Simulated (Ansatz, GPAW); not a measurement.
# A 7-layer slab of Cu(111): work function by functional and basis, part 2 of 3

How far do functional and basis move the work function of a 7-layer slab of Cu(111)?

GPAW 26.7.0 and Ansatz 0.2.0; Ansatz plane waves; slab in vacuum with a dipole correction, relaxation (the session's first sound run).

So far, upper work function (eV): step 2 (relaxation) 4.82.

### 3. The slab's potential

The work function is the vacuum plateau of the electrostatic potential less the Fermi level; a dipole layer lets the two faces have plateaus of their own.

This step: GPAW, PAW setups; slab in vacuum (GPAW 26.7.0).

run.py

```python
import json
import numpy as np
from ase import Atoms
from gpaw import GPAW, PW

slab = Atoms(
    ['Cu', 'Cu', 'Cu', 'Cu', 'Cu', 'Cu', 'Cu'],
    positions=[
        [0.00000, 0.00000, 9.00000],
        [1.27633, 0.73689, 11.08423],
        [2.55266, 1.47378, 13.16847],
        [-0.00000, -0.00000, 15.26878],
        [1.27633, 0.73689, 17.36869],
        [2.55266, 1.47378, 19.46085],
        [-0.00000, -0.00000, 21.54881]],
    cell=[[2.55266, 0.0, 0.0], [1.27633, 2.21066, 0.0], [0.0, 0.0, 30.50541]],
    pbc=[True, True, False])

slab.calc = GPAW(mode=PW(400), xc='PBE', kpts={'size': (14, 14, 1), 'gamma': True},
                 occupations={'name': 'fermi-dirac', 'width': 0.1}, nbands='140%',
                 convergence={'density': 1e-05}, maxiter=200,
                 poissonsolver={'dipolelayer': 'xy'},
                 symmetry={'tolerance': 1e-3}, txt='slab.txt')
result = {}
energy = slab.get_potential_energy()
fermi = slab.calc.get_fermi_level()
v = slab.calc.get_electrostatic_potential().mean((0, 1)) - fermi
n = slab.calc.get_pseudo_density().mean((0, 1))
L = slab.cell[2, 2]
z = np.arange(len(v)) * L / len(v)
low, high = slab.positions[:, 2].min(), slab.positions[:, 2].max()
below, above = np.interp([low - 6.8, high + 6.8], z, v)
slopes = [np.interp(x, z, np.gradient(v, z)) for x in (low - 6.8, high + 6.8)]
eps = np.array([[slab.calc.get_eigenvalues(k, s) for k in range(len(slab.calc.get_ibz_k_points()))]
                for s in range(slab.calc.get_number_of_spins())]) - fermi
top, bottom = eps[eps < 0].max(), eps[eps > 0].min()
dipole = slab.get_dipole_moment()[2]
print(f'energy {energy:.4f} eV, Fermi level {fermi:.4f} eV, dipole {dipole:.5f} e A')
print(f'potential 6.8 A off the faces, from the Fermi level: lower {below:.4f} eV, upper {above:.4f} eV')
print(f'slope of the potential there: lower {slopes[0]:.5f}, upper {slopes[1]:.5f} eV/A')
print(f'nearest levels on the mesh: {top:.4f} and {bottom:.4f} eV')
print('magnetic moment', round(slab.get_magnetic_moment(), 3))
result.update(energy=energy, fermi=fermi, dipole=dipole, below=below, above=above, slopes=slopes, edges=[top, bottom],
              z=z.tolist(), v=v.tolist(), n=n.tolist(), positions=slab.positions.tolist(),
              forces=slab.get_forces(apply_constraint=False).tolist(), moments=slab.get_magnetic_moments().tolist())
json.dump(result, open('result.json', 'w'))
```

Started as:

```
OMP_NUM_THREADS=1 OPENBLAS_NUM_THREADS=1 python run.py
```

The log of the run:

```text
energy -23.8677 eV, Fermi level 1.3888 eV, dipole 0.00106 e A
potential 6.8 A off the faces, from the Fermi level: lower 4.8077 eV, upper 4.8097 eV
slope of the potential there: lower -0.00035, upper 0.00024 eV/A
nearest levels on the mesh: -0.0313 and 0.0421 eV
magnetic moment 0.0
```

Run time: 4.1 min. Hardware: 1 thread of Arm Neoverse V1, shared host; peak memory 0.24 GiB.

This step gave:

* dipole along the normal: 0.001058 e·Å
* levels nearest the Fermi level on the mesh: -0.03130, 0.04207 eV from the Fermi level
* upper work function: 4.810 eV
* lower work function: 4.808 eV

The electrostatic potential energy of an electron (without an applied field's), less the Fermi level, planar mean oscillates, so the rows of the table below give means over windows of 2.12 Å about each position, cut where the curve ends. Its maxima inside the range that stand out by 2 % of the span (Å: eV): 10.1: -0.0124, 12.1: -0.0410, 14.2: 0.108, 16.3: 0.118, 18.4: 0.0676, 20.5: 0.00355. Its minima: 9.0: -18.9, 11.1: -19.0, 13.1: -19.0, 15.3: -19.1, 17.4: -19.1, 19.5: -19.1, 21.5: -18.8.

Electrostatic potential energy of an electron (without an applied field's), less the Fermi level, planar mean against z; means over each step:

```tsv
z (Å)	electrostatic potential energy of an electron (without an applied field's), less the Fermi level, planar mean (eV)
1.06	4.81
3.18	4.81
5.30	4.80
7.42	2.74
9.54	-7.97
11.66	-8.09
13.78	-7.98
15.90	-8.00
18.02	-8.04
20.14	-8.10
22.26	-5.18
24.38	4.73
26.50	4.81
28.62	4.81
```

The pseudo valence density, planar mean oscillates, so the rows of the table below give means over windows of 2.12 Å about each position, cut where the curve ends. Its maxima inside the range that stand out by 2 % of the span (Å: e/Å³): 8.9: 2.25, 11.0: 2.35, 13.1: 2.41, 15.3: 2.43, 17.4: 2.43, 19.5: 2.42, 21.6: 2.37. Its minima: 10.0: 0.248, 12.1: 0.245, 14.2: 0.237, 16.3: 0.237, 18.4: 0.240, 20.5: 0.241.

The pseudo valence density, planar mean by z; means over each step:

z (Å), pseudo valence density, planar mean (e/Å³) and a bar:
```
     3.18       0.00 
     5.30       0.00 
     7.42       0.09 ###
     9.54       0.93 ##############################
    11.66       0.93 ##############################
    13.78       0.93 ##############################
    15.90       0.93 ##############################
    18.02       0.93 ##############################
    20.14       0.94 ##############################
    22.26       0.76 ########################
    24.38       0.00 
    26.50       0.00
```

Force by atom:

```tsv
atom	x (eV/Å)	y (eV/Å)	z (eV/Å)	size
Cu1	0.0000	0.0000	-0.0670	0.0670
Cu2	0.0000	0.0000	-0.0155	0.0155
Cu3	0.0000	0.0000	0.0337	0.0337
Cu4	0.0000	0.0000	0.0006	0.0006
Cu5	0.0000	0.0000	0.0008	0.0008
Cu6	0.0000	0.0000	-0.0020	0.0020
Cu7	0.0000	0.0000	0.0531	0.0531
```

The potential is flat to 3.5e-4 eV/Å where it is read, so the vacuum is wide enough. The geometry is the other program's minimum; here the largest force on a free atom is 0.053 eV/Å.

### 4. OptPBE vdW: xc = "optPBE-vdW"

The same geometry under optPBE-vdW, to see how far the functional moves the levels against the vacuum (the van der Waals functionals take revPBE setups).

run.py, as its differences from that of step 3:

```diff
@@ -18,3 +18,3 @@
 
-slab.calc = GPAW(mode=PW(400), xc='PBE', kpts={'size': (14, 14, 1), 'gamma': True},
+slab.calc = GPAW(mode=PW(400), xc='optPBE-vdW', kpts={'size': (14, 14, 1), 'gamma': True},
                  occupations={'name': 'fermi-dirac', 'width': 0.1}, nbands='140%',
```

The log of the run:

```text
energy -98.3426 eV, Fermi level 1.3358 eV, dipole 0.00105 e A
potential 6.8 A off the faces, from the Fermi level: lower 4.9469 eV, upper 4.9489 eV
slope of the potential there: lower -0.00028, upper 0.00028 eV/A
nearest levels on the mesh: -0.0406 and 0.0650 eV
magnetic moment 0.0
```

Elapsed: 3.2 min, on 1 thread; peak memory 0.35 GiB.

This step gave:

```
dipole along the normal                    : 0.001053 e·Å
levels nearest the Fermi level on the mesh : -0.04062, 0.06498 eV from the Fermi level
upper work function                        : 4.949 eV
lower work function                        : 4.947 eV
```

The electrostatic potential energy of an electron (without an applied field's), less the Fermi level, planar mean oscillates, so the rows of the table below give means over windows of 2.12 Å about each position, cut where the curve ends. Its maxima inside the range that stand out by 2 % of the span (Å: eV): 10.1: -0.157, 12.1: -0.175, 14.2: -0.0255, 16.3: -0.0155, 18.4: -0.0678, 20.5: -0.142. Its minima: 9.0: -18.9, 11.1: -19.0, 13.1: -18.9, 15.3: -19.0, 17.4: -19.0, 19.5: -19.0, 21.5: -18.7.

Electrostatic potential energy of an electron (without an applied field's), less the Fermi level, planar mean against z; means over each step:

z (Å), electrostatic potential energy of an electron (without an applied field's), less the Fermi level, planar mean (eV) and a bar from the least value:
```
     1.06        4.9 ##############################
     3.18        4.9 ##############################
     5.30        4.9 ##############################
     7.42        2.8 #########################
     9.54       -8.0 
    11.66       -8.1 
    13.78       -8.0 
    15.90       -8.0 
    18.02       -8.1 
    20.14       -8.1 
    22.26       -5.1 #######
    24.38        4.8 ##############################
    26.50        4.9 ##############################
    28.62        4.9 ##############################
```

The pseudo valence density, planar mean oscillates, so the rows of the table below give means over windows of 2.12 Å about each position, cut where the curve ends. Its maxima inside the range that stand out by 2 % of the span (Å: e/Å³): 8.9: 2.26, 11.0: 2.36, 13.1: 2.42, 15.3: 2.44, 17.4: 2.44, 19.5: 2.43, 21.6: 2.38. Its minima: 10.0: 0.243, 12.1: 0.240, 14.2: 0.233, 16.3: 0.232, 18.4: 0.235, 20.5: 0.236.

The pseudo valence density, planar mean by z; means over each step:

```tsv
z (Å)	pseudo valence density, planar mean (e/Å³)
3.18	3.0e-6
5.30	4.1e-4
7.42	0.0883
9.54	0.929
11.66	0.933
13.78	0.928
15.90	0.928
18.02	0.933
20.14	0.936
22.26	0.758
24.38	0.00329
26.50	2.2e-5
```

Force by atom:

```tsv
atom	x (eV/Å)	y (eV/Å)	z (eV/Å)	size
Cu1	0.000	0.000	-0.321	0.321
Cu2	0.000	0.000	-0.001	0.001
Cu3	0.000	0.000	0.040	0.040
Cu4	0.000	0.000	0.000	0.000
Cu5	0.000	0.000	-0.003	0.003
Cu6	0.000	0.000	-0.017	0.017
Cu7	0.000	0.000	0.307	0.307
```

The upper face's work function is 4.949 eV, against 4.810 eV in the first plane-wave PBE run at this geometry.

### 5. Self-consistent run: xc = "vdW-DF2"

The same geometry under vdW-DF2, to see how far the functional moves the levels against the vacuum (the van der Waals functionals take revPBE setups).

run.py, as its differences from that of step 4:

```diff
@@ -18,3 +18,3 @@
 
-slab.calc = GPAW(mode=PW(400), xc='optPBE-vdW', kpts={'size': (14, 14, 1), 'gamma': True},
+slab.calc = GPAW(mode=PW(400), xc='vdW-DF2', kpts={'size': (14, 14, 1), 'gamma': True},
                  occupations={'name': 'fermi-dirac', 'width': 0.1}, nbands='140%',
```

The log of the run:

```text
energy -415.0840 eV, Fermi level 1.3040 eV, dipole 0.00093 e A
potential 6.8 A off the faces, from the Fermi level: lower 5.1146 eV, upper 5.1204 eV
slope of the potential there: lower -0.00044, upper 0.00043 eV/A
nearest levels on the mesh: -0.0441 and 0.0917 eV
magnetic moment 0.0
```

The job ended after 4.1 min (1 thread; peak memory 0.35 GiB).

Numbers from this step:

| Quantity | Value |
| --- | --- |
| dipole along the normal | 9.28e-4 e·Å |
| levels nearest the Fermi level on the mesh | -0.04408, 0.09168 eV from the Fermi level |
| upper work function | 5.120 eV |
| lower work function | 5.115 eV |

The electrostatic potential energy of an electron (without an applied field's), less the Fermi level, planar mean oscillates, so the rows of the table below give means over windows of 2.12 Å about each position, cut where the curve ends. Its maxima inside the range that stand out by 2 % of the span (Å: eV): 10.1: -0.347, 12.1: -0.369, 14.2: -0.217, 16.3: -0.207, 18.4: -0.262, 20.5: -0.330. Its minima: 9.0: -18.9, 11.1: -19.0, 13.1: -19.0, 15.3: -19.1, 17.4: -19.1, 19.5: -19.1, 21.5: -18.7.

The electrostatic potential energy of an electron (without an applied field's), less the Fermi level, planar mean by z; means over each step:

```tsv
z (Å)	electrostatic potential energy of an electron (without an applied field's), less the Fermi level, planar mean (eV)
1.06	5.12
3.18	5.11
5.30	5.10
7.42	2.92
9.54	-8.10
11.66	-8.26
13.78	-8.15
15.90	-8.16
18.02	-8.21
20.14	-8.27
22.26	-5.10
24.38	5.01
26.50	5.12
28.62	5.12
```

The upper face's work function is 5.120 eV, against 4.810 eV in the first plane-wave PBE run at this geometry.

### 6. Self-consistent run: xc = "RPBE"

The same geometry under RPBE, to see how far the functional moves the levels against the vacuum.

run.py, as its differences from that of step 5:

```diff
@@ -18,3 +18,3 @@
 
-slab.calc = GPAW(mode=PW(400), xc='vdW-DF2', kpts={'size': (14, 14, 1), 'gamma': True},
+slab.calc = GPAW(mode=PW(400), xc='RPBE', kpts={'size': (14, 14, 1), 'gamma': True},
                  occupations={'name': 'fermi-dirac', 'width': 0.1}, nbands='140%',
```

The log of the run:

```text
energy -20.5033 eV, Fermi level 1.5510 eV, dipole 0.00106 e A
potential 6.8 A off the faces, from the Fermi level: lower 4.6326 eV, upper 4.6346 eV
slope of the potential there: lower -0.00034, upper 0.00036 eV/A
nearest levels on the mesh: -0.0325 and 0.0395 eV
magnetic moment 0.0
```

Wall time 3.8 min (1 thread); peak memory 0.24 GiB.

Numbers from this step:

```
dipole along the normal                    : 0.001058 e·Å
levels nearest the Fermi level on the mesh : -0.03252, 0.03953 eV from the Fermi level
upper work function                        : 4.635 eV
lower work function                        : 4.633 eV
```

The upper face's work function is 4.635 eV, against 4.810 eV in the first plane-wave PBE run at this geometry.

### 7. Self-consistent run: xc = "revPBE"

The same geometry under revPBE, to see how far the functional moves the levels against the vacuum.

run.py, as its differences from that of step 6:

```diff
@@ -18,3 +18,3 @@
 
-slab.calc = GPAW(mode=PW(400), xc='RPBE', kpts={'size': (14, 14, 1), 'gamma': True},
+slab.calc = GPAW(mode=PW(400), xc='revPBE', kpts={'size': (14, 14, 1), 'gamma': True},
                  occupations={'name': 'fermi-dirac', 'width': 0.1}, nbands='140%',
```

The log of the run:

```text
energy -21.1434 eV, Fermi level 1.5186 eV, dipole 0.00105 e A
potential 6.8 A off the faces, from the Fermi level: lower 4.6551 eV, upper 4.6573 eV
slope of the potential there: lower -0.00036, upper 0.00029 eV/A
nearest levels on the mesh: -0.0324 and 0.0399 eV
magnetic moment 0.0
```

Run time: 3.4 min. Hardware: 1 thread; peak memory 0.24 GiB.

This step gave:

```
dipole along the normal                    : 0.001053 e·Å
levels nearest the Fermi level on the mesh : -0.03243, 0.03991 eV from the Fermi level
upper work function                        : 4.657 eV
lower work function                        : 4.655 eV
```

The upper face's work function is 4.657 eV, against 4.810 eV in the first plane-wave PBE run at this geometry.

### 8. Self-consistent run: xc = "LDA"

The same geometry under LDA, to see how far the functional moves the levels against the vacuum.

run.py, as its differences from that of step 7:

```diff
@@ -18,3 +18,3 @@
 
-slab.calc = GPAW(mode=PW(400), xc='revPBE', kpts={'size': (14, 14, 1), 'gamma': True},
+slab.calc = GPAW(mode=PW(400), xc='LDA', kpts={'size': (14, 14, 1), 'gamma': True},
                  occupations={'name': 'fermi-dirac', 'width': 0.1}, nbands='140%',
```

The log of the run:

```text
energy -30.3052 eV, Fermi level 0.9883 eV, dipole 0.00104 e A
potential 6.8 A off the faces, from the Fermi level: lower 5.1661 eV, upper 5.1685 eV
slope of the potential there: lower -0.00039, upper 0.00038 eV/A
nearest levels on the mesh: -0.0341 and 0.0478 eV
magnetic moment 0.0
```

The job ended after 3 min (1 thread; peak memory 0.24 GiB).

Numbers from this step:

```yaml
dipole_along_the_normal: 0.001040 e·Å
levels_nearest_the_fermi_level_on_the_mesh: -0.03406, 0.04780 eV from the Fermi level
upper_work_function: 5.168 eV
lower_work_function: 5.166 eV
```

The electrostatic potential energy of an electron (without an applied field's), less the Fermi level, planar mean oscillates, so the rows of the table below give means over windows of 2.12 Å about each position, cut where the curve ends. Its maxima inside the range that stand out by 2 % of the span (Å: eV): 10.1: 0.463, 12.1: 0.431, 14.2: 0.578, 16.3: 0.588, 18.4: 0.538, 20.5: 0.477. Its minima: 9.0: -18.6, 11.1: -18.6, 13.1: -18.6, 15.3: -18.7, 17.4: -18.7, 19.5: -18.7, 21.5: -18.4.

The electrostatic potential energy of an electron (without an applied field's), less the Fermi level, planar mean by z; means over each step:

z (Å), electrostatic potential energy of an electron (without an applied field's), less the Fermi level, planar mean (eV) and a bar from the least value:
```
     1.06        5.2 ##############################
     3.18        5.2 ##############################
     5.30        5.2 ##############################
     7.42        3.1 #########################
     9.54       -7.5 
    11.66       -7.6 
    13.78       -7.5 
    15.90       -7.6 
    18.02       -7.6 
    20.14       -7.7 
    22.26       -4.8 #######
    24.38        5.1 ##############################
    26.50        5.2 ##############################
    28.62        5.2 ##############################
```

The upper face's work function is 5.168 eV, against 4.810 eV in the first plane-wave PBE run at this geometry.

### 9. Real-space grid: mode = "fd"

A real-space grid is a second complete basis, so it checks the plane-wave result.

run.py, as its differences from that of step 8:

```diff
@@ -3,3 +3,3 @@
 from ase import Atoms
-from gpaw import GPAW, PW
+from gpaw import GPAW
 
@@ -18,3 +18,3 @@
 
-slab.calc = GPAW(mode=PW(400), xc='LDA', kpts={'size': (14, 14, 1), 'gamma': True},
+slab.calc = GPAW(mode='fd', h=0.18, xc='PBE', kpts={'size': (14, 14, 1), 'gamma': True},
                  occupations={'name': 'fermi-dirac', 'width': 0.1}, nbands='140%',
```

The log of the run:

```text
energy -25.7134 eV, Fermi level -4.7976 eV, dipole 0.00111 e A
potential 6.8 A off the faces, from the Fermi level: lower 4.7964 eV, upper 4.7989 eV
slope of the potential there: lower -0.00000, upper 0.00000 eV/A
nearest levels on the mesh: -0.0342 and 0.0422 eV
magnetic moment 0.0
```

Wall time 13 min (1 thread); peak memory 0.9 GiB.

This step gave:

```
dipole along the normal                    : 0.001109 e·Å
levels nearest the Fermi level on the mesh : -0.03420, 0.04223 eV from the Fermi level
upper work function                        : 4.799 eV
lower work function                        : 4.796 eV
```

The upper face's work function is 4.799 eV, against 4.810 eV in the first plane-wave PBE run at this geometry.

### 10. Atomic orbitals: mode = "lcao"

Atom-centred orbitals end a few angstrom from the surface, which tests how much the density's tail matters.

run.py, as its differences from that of step 9:

```diff
@@ -18,4 +18,4 @@
 
-slab.calc = GPAW(mode='fd', h=0.18, xc='PBE', kpts={'size': (14, 14, 1), 'gamma': True},
-                 occupations={'name': 'fermi-dirac', 'width': 0.1}, nbands='140%',
+slab.calc = GPAW(mode='lcao', basis='dzp', h=0.18, xc='PBE', kpts={'size': (14, 14, 1), 'gamma': True},
+                 occupations={'name': 'fermi-dirac', 'width': 0.1}, nbands='120%',
                  convergence={'density': 1e-05}, maxiter=200,
```

The log of the run:

```text
energy -23.2158 eV, Fermi level -4.4130 eV, dipole 0.00115 e A
potential 6.8 A off the faces, from the Fermi level: lower 4.4124 eV, upper 4.4136 eV
slope of the potential there: lower 0.00000, upper 0.00000 eV/A
nearest levels on the mesh: -0.0922 and 0.1353 eV
magnetic moment 0.0
```

Run time: 7.3 min. Hardware: 1 thread; peak memory 0.3 GiB.

Numbers from this step:

- dipole along the normal: 0.001146 e·Å
- levels nearest the Fermi level on the mesh: -0.09219, 0.1353 eV from the Fermi level
- upper work function: 4.414 eV
- lower work function: 4.412 eV

The upper face's work function is 4.414 eV, against 4.810 eV in the first plane-wave PBE run at this geometry.

### 11. Cost and result by level

Times are for 1 thread of Arm Neoverse V1, shared host. The series side by side:

```tsv
no.	run	upper work function (eV)	lower work function (eV)	time	memory (GiB)
1	pw	4.810	4.808	4.1 min	0.24
2	optPBE vdW	4.949	4.947	3.2 min	0.35
3	vdW DF2	5.120	5.115	4.1 min	0.35
4	RPBE	4.635	4.633	3.8 min	0.24
5	revPBE	4.657	4.655	3.4 min	0.24
6	LDA	5.168	5.166	3 min	0.24
7	fd	4.799	4.796	13 min	0.9
8	lcao	4.414	4.412	7.3 min	0.3
```

(Continued in part 3 of 3.)

[Logs are printed without paths, hosts, clocks, repeated set-up lines and the standing remarks that a program may print on its own settings, such as how far it seeks lower states.]

[Hosts, paths, dates, database ids (printed as entryN), source tags and the programs' standing remarks are cut or masked in the printed files.]
